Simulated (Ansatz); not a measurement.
# ZnSn2P2, from a guessed structure to a relaxed one, part 2 of 2

This structure for ZnSn2P2 is made up. Its elements were placed in a known structure type with a cell scaled to their sizes. What cell does the guess relax to, and how far off was it?

Ansatz 0.2.0; DFT, PBEsol, plane-wave PAW, files of the set soft_1, scalar-relativistic, no spin, cell and ions relaxed at zero pressure; PAW set soft_1 (the session's first sound run).

So far: The structure; Relaxing cell and atoms. The relaxed cell has a = 5.414, c = 7.385 Å (conventional setting).

**3. Bands of the relaxed cell**

A second self-consistent run takes a narrower smearing and the mesh shown in its input; the bands follow along the standard path of the relaxed lattice.

This step: DFT, PBEsol, plane-wave PAW, files of the set soft_1, scalar-relativistic, no spin, bands and density of states at the relaxed cell; PAW set soft_1 (Ansatz 0.2.0).

Contents of input.yaml:

```yaml
crystal:
  lattice:
    - [-2.7069029082, 2.7069029082, 3.6925226213]
    - [2.7069029082, -2.7069029082, 3.6925226213]
    - [2.7069029082, 2.7069029082, -3.6925226213]
  atoms:
    - { symbol: Sn, position: [0.25, 0.75, 0.5] }
    - { symbol: Sn, position: [0.75, 0.25, 0.5] }
    - { symbol: Zn, position: [0.0, 0.0, 0.0] }
    - { symbol: P, position: [0.3088718554, 0.3088718554, 0.0] }
    - { symbol: P, position: [0.6911281446, 0.6911281446, 0.0] }
kpoints:
  mp_grid: { grid: [8, 8, 8] }
  band_path:
    path:
      - [[0.0, 0.0, 0.0], [0.0, 0.0, 0.5], [-0.26870085, 0.26870085, 0.5], [-0.38435042, 0.38435042, 0.38435042], [0.0, 0.0, 0.0], [0.5, 0.5, -0.5], [0.38435042, 0.61564958, -0.38435042], [0.0, 0.5, 0.0], [0.25, 0.25, 0.25], [0.5, 0.5, -0.26870085], [0.5, 0.5, -0.5]]
      - [[0.0, 0.0, 0.5], [0.25, 0.25, 0.25]]
    npoints: 7
scf:
  occupations: { method: fermi_dirac, width: 0.03 }
  n_extra_bands: 9
hamiltonian:
  xc: pbesol
  pseudopotentials: { kind: paw, azcp: { folder: soft_1 }, xc_functional: pbe }
output:
  forces: true
  stress: true
  write_bands: true
  dos: { projected: true }
  write_density: true
  write_potential: true
  elf: true
  volumetric_format: npy
```

On the command line:

```sh
> ansatz run input.yaml --threads 4 --pin off --max-ram 8192MiB --backend cpu --events-out ev --progress --plain --runs-dir out
```

Numbers of over 12 decimals in the logs are rounded to 6 here.

Output:

```text
[...]
Crystal: 5 atoms, lattice volume = 108.225 Å³
Basis set: ecut = 420 eV, 2093 PW (Γ), exchange–correlation on 72×72×72 points (8 copies of the dense FFT grid, shifted against one another)
Bands: 34, of which v1, the nominal top of the filled ones, is band 25 counted from 1 (24 counted from 0)
Symmetry: 16 space group operations
[...]
k-points: 59 of 512
[...]
SCF iter   1: F=—  HF=-16660.368409 eV  |F-HF|=—  |Δ(HF+E_count)|=         —  Δρ=2.40e-2  dr2=1.06e0  ethr=3.10e-3  ⟨swp⟩=8.3  Hψ=11248  notcnv=0  defer=1
[...]
SCF iter   9: F=-16660.041648 eV  HF=-16660.041648 eV  |F-HF|=2.11e-10  |Δ(HF+E_count)|=   1.40e-7  Δρ=1.97e-6  dr2=4.54e-9  ethr=2.00e-10  ⟨swp⟩=18.6  Hψ=16881  notcnv=0
SCF 1 converged in 9 iterations: F = -16660.041648 eV  dr2 = 4.54e-9
[...]
NSCF: frozen V_eff on 79 k-points
SCF converged after 9 iterations
Free energy (F): -16660.041648 eV
[...]
Internal energy: -16660.037235 eV  (E = F + TS)
E sigma→0 (E₀):  -16660.039442 eV
Entropy (-TS):   -0.004413 eV (-0.883 meV/atom)
Fermi energy:    9.347809 eV
[...]
--- Forces (eV/Å), atoms counted from 1 ---
  atom   1  Sn     0.00000000     0.00000000     0.00000000
  atom   2  Sn     0.00000000     0.00000000     0.00000000
  atom   3  Zn    -0.00000000     0.00000000     0.00000000
  atom   4  P      0.00000000     0.00000000    -0.00464059
  atom   5  P      0.00000000     0.00000000     0.00464059
  max |Σ_I F_I| component: 2.60e-18 eV/Å
--- Stress (GPa, compression-positive) ---
       -0.164348      -0.000000       0.000000
       -0.000000      -0.164348      -0.000000
       -0.000000       0.000000      -0.138041
  P = ⅓ Tr σ = -0.1556 GPa (-1.556 kbar)
--- Band table (eV; the first three rows and the last of 59) ---
  k-point 0: bands = [... 21 lower, 6.3269, 6.3269, 6.3659, 7.6363, 8.4668, 10.0086, 10.0086, 10.3048, ... 5 higher]
  k-point 1: bands = [... 21 lower, 5.8945, 6.4492, 7.5632, 7.7765, 7.8905, 10.2074, 10.5883, 10.9219, ... 5 higher]
  k-point 2: bands = [... 21 lower, 6.5558, 7.4878, 7.5861, 8.1669, 8.6374, 10.5100, 11.4457, 12.5099, ... 5 higher]
  k-point 58: bands = [... 21 lower, 6.4536, 7.3947, 7.3947, 9.2194, 9.9382, 12.9579, 12.9579, 13.1225, ... 5 higher]
```

The job ended after 5 s (4 threads of Arm Neoverse V2, shared host; peak memory 0.51 GiB; 19 s of CPU time).

Reading the cycles: dr2 is the Hartree energy of the density residual (eV), the measure of convergence; HF is the Harris–Foulkes estimate of the energy, which meets the free energy F at convergence.

Numbers from this step:

```yaml
free_energy: -16660.0416 eV
energy_at_zero_smearing: -16660.0394 eV
smearing_term_ts: 0.004413 eV
fermi_energy: 9.348 eV
pressure: -0.1556 GPa
```

From bands.tsv, the bands that come nearest the Fermi level along the path, at its corners, in eV from the Fermi level:

| point | band 22 | band 23 | band 24 | band 25 | band 26 | band 27 | band 28 | band 29 |
| --- | --- | --- | --- | --- | --- | --- | --- | --- |
| Γ | -3.02 | -3.02 | -2.98 | -1.71 | -0.88 | 0.66 | 0.66 | 0.96 |
| X | -0.93 | -0.53 | -0.52 | 1.35 | 1.38 | 1.47 | 1.70 | 2.15 |
| Y | -3.16 | -1.48 | -0.97 | -0.32 | 0.15 | 2.15 | 3.27 | 3.76 |
| S | -3.79 | -2.42 | -0.26 | -0.14 | 0.01 | 2.62 | 2.86 | 3.69 |
| Γ | -3.02 | -3.02 | -2.98 | -1.71 | -0.88 | 0.66 | 0.66 | 0.96 |
| Z | -2.89 | -1.95 | -1.95 | -0.13 | 0.59 | 3.61 | 3.61 | 3.77 |
| S1 | -3.79 | -2.42 | -0.26 | -0.14 | 0.01 | 2.62 | 2.86 | 3.69 |
| N | -4.12 | -3.64 | -0.40 | -0.06 | 0.69 | 1.31 | 2.59 | 3.35 |
| P | -1.58 | -1.58 | -0.02 | -0.02 | 1.54 | 1.76 | 1.86 | 1.95 |
| Y1 | -3.16 | -1.48 | -0.97 | -0.32 | 0.15 | 2.15 | 3.27 | 3.76 |
| Z | -2.89 | -1.95 | -1.95 | -0.13 | 0.59 | 3.61 | 3.61 | 3.77 |
| X | -0.93 | -0.53 | -0.52 | 1.35 | 1.38 | 1.47 | 1.70 | 2.15 |
| P | -1.58 | -1.58 | -0.02 | -0.02 | 1.54 | 1.76 | 1.86 | 1.95 |

States per cell as run, both spins, in windows of 1 eV, from dos.tsv (zero at the Fermi level):

| from | to | total |
| --- | --- | --- |
| -8 | -7 | 9.59 |
| -7 | -6 | 2.27 |
| -6 | -5 | 1.58 |
| -5 | -4 | 1.95 |
| -4 | -3 | 2.12 |
| -3 | -2 | 2.50 |
| -2 | -1 | 2.62 |
| -1 | 0 | 2.02 |
| 0 | 1 | 1.77 |
| 1 | 2 | 2.01 |
| 2 | 3 | 2.95 |
| 3 | 4 | 2.88 |
| 4 | 5 | 3.05 |

A further 25.4 states lie below the table's range.

Electrostatic potential energy in the ab plane of the cell as run, not the conventional one, at fractional z = 0.000, with atoms of Zn and P within 0.2 Å of it. With pseudopotentials it is smooth inside the atoms' cores, unlike the true potential.

Values in eV, 14 rows by 15 columns, each cell a mean:
```
-41 -36 -10   8  11  12  12  11  11  10  10   9   2 -24 -41
-26 -13   4  10  12  12  12  11   9   4   0   2   4  -6 -22
  4   7  10  12  13  13  12   9   1 -18 -30 -25  -7   4   5
 11  11  12  13  13  13  12   7 -11 -37 -40 -39 -22   2   9
 12  12  12  13  13  13  12   6 -13 -38 -40 -40 -22   3  10
 12  12  12  12  12  12  11   9  -2 -23 -32 -26  -6   7  11
 11  11  11   9   6   6   9  10   7   2  -3   1   7  10  11
 11  10   6  -4 -16 -16  -3   7  10  10  10  11  11  12  12
 11   9  -2 -27 -39 -38 -24   1  10  12  13  13  13  12  12
 11   8  -8 -35 -40 -40 -31  -3  10  13  13  13  13  12  12
  9   7  -3 -26 -38 -37 -19   3  10  13  13  13  12  11   9
 -9  -3   3  -3 -12 -10   1   8  11  12  13  12  10   5  -5
-38 -29  -6   6   7   8   9  11  12  12  12  11   6 -13 -34
-41 -39 -15   7  10  11  11  11  12  12  12  10   1 -28 -41
```
Columns run along a (5.3 Å; values clipped at the 3rd and 97th percentile), rows up along b (5.3 Å). Atoms in or near the plane, at fractional coordinates: Zn at (0.00, 0.00), P at (0.31, 0.31), P at (0.69, 0.69).

Valence density in the ab plane of the cell as run, not the conventional one, at fractional z = 0.000, with atoms of Zn and P within 0.2 Å of it. It is the smooth field of the valence electrons, not physical close to the nuclei.

Values in e/Å³, 14 rows by 15 columns, each cell a mean:
```
17  4  1  0  0  0  0  0  0  0  0  0  0  2 10
 2  1  0  0  0  0  0  0  0  0  0  1  1  1  1
 0  0  0  0  0  0  0  0  0  1  1  1  1  1  0
 0  0  0  0  0  0  0  0  1  1  0  0  1  0  0
 0  0  0  0  0  0  0  0  1  1  0  0  1  0  0
 0  0  0  0  0  0  0  0  0  1  1  1  1  0  0
 0  0  0  0  0  0  0  0  0  0  0  0  0  0  0
 0  0  0  1  1  1  1  0  0  0  0  0  0  0  0
 0  0  0  1  0  0  1  0  0  0  0  0  0  0  0
 0  0  1  1  0  0  1  0  0  0  0  0  0  0  0
 0  0  1  1  0  1  1  0  0  0  0  0  0  0  0
 1  1  1  1  1  1  0  0  0  0  0  0  0  0  0
 6  2  1  0  0  0  0  0  0  0  0  0  0  1  3
33  8  1  0  0  0  0  0  0  0  0  0  0  2 17
```
Columns run along a (5.3 Å), rows up along b (5.3 Å). Atoms in or near the plane, at fractional coordinates: Zn at (0.00, 0.00), P at (0.31, 0.31), P at (0.69, 0.69).

ELF in the ab plane of the cell as run, not the conventional one, at fractional z = 0.000, with atoms of Zn and P within 0.2 Å of it. It is the smooth field of the valence electrons, not physical close to the nuclei.

Values, 14 rows by 15 columns, each cell a mean:
```
0.00 0.05 0.16 0.20 0.19 0.11 0.09 0.12 0.21 0.33 0.45 0.48 0.30 0.12 0.01
0.11 0.16 0.18 0.16 0.10 0.07 0.13 0.30 0.52 0.64 0.69 0.74 0.60 0.31 0.13
0.21 0.19 0.16 0.10 0.06 0.07 0.24 0.57 0.76 0.70 0.49 0.66 0.80 0.62 0.34
0.26 0.16 0.10 0.05 0.04 0.07 0.33 0.71 0.80 0.38 0.03 0.19 0.66 0.71 0.49
0.18 0.10 0.07 0.07 0.07 0.09 0.29 0.69 0.82 0.38 0.03 0.16 0.61 0.66 0.41
0.11 0.09 0.15 0.25 0.32 0.26 0.27 0.53 0.80 0.76 0.55 0.65 0.74 0.58 0.28
0.10 0.17 0.39 0.62 0.72 0.68 0.53 0.43 0.58 0.76 0.81 0.79 0.66 0.39 0.16
0.13 0.33 0.63 0.78 0.78 0.80 0.81 0.61 0.37 0.39 0.51 0.50 0.35 0.18 0.10
0.21 0.48 0.70 0.58 0.24 0.31 0.74 0.78 0.46 0.17 0.14 0.14 0.11 0.08 0.10
0.32 0.58 0.71 0.38 0.01 0.05 0.60 0.81 0.57 0.17 0.05 0.04 0.06 0.09 0.16
0.32 0.56 0.77 0.66 0.26 0.31 0.72 0.77 0.51 0.16 0.05 0.05 0.10 0.16 0.21
0.18 0.31 0.60 0.78 0.73 0.70 0.71 0.58 0.31 0.11 0.06 0.10 0.16 0.18 0.18
0.03 0.09 0.28 0.54 0.63 0.55 0.43 0.27 0.13 0.08 0.10 0.17 0.18 0.16 0.06
0.00 0.02 0.15 0.28 0.36 0.25 0.16 0.11 0.10 0.12 0.21 0.26 0.20 0.09 0.00
```
Columns run along a (5.3 Å), rows up along b (5.3 Å). Atoms in or near the plane, at fractional coordinates: Zn at (0.00, 0.00), P at (0.31, 0.31), P at (0.69, 0.69).

**4. Summary of results**

```json
{"space group, relaxed": "I4/mmm", "conventional cell": "a = 5.414, b = 5.414, c = 7.385 Å; α = 90.0°, β = 90.0°, γ = 90.0°", "volume per atom": "21.65 Å³ (guess 17.03)"}
```

What this shows: ZnSn2P2 relaxes to I4/mmm with a = 5.414, b = 5.414 and c = 7.385 Å. The guessed volume was 21 % too small. The space group I4/mmm was held in the relaxation, so the end point is a stationary structure within it and may be a saddle against distortions or other arrangements. Bands cross the Fermi level, so it is a metal or semimetal at this level. On the 8×8×8 mesh with the narrower smearing (relaxed on 9×9×9) the largest force component is 0.005 eV/Å and the largest stress component is 0.164 GPa, against the relaxation's thresholds of 0.015 eV/Å and 0.05 GPa. The cutoff wasn't tested. No dispersion term is used, so weakly bound directions may come out too long. Nothing here tests whether the compound is stable against decomposition.

[Logs are printed without paths, hosts, clocks, repeated set-up lines and the standing remarks that a program may print on its own settings, such as how far it seeks lower states.]

[Hosts, paths, dates, database ids (printed as entryN), source tags and the programs' standing remarks are cut or masked in the printed files.]
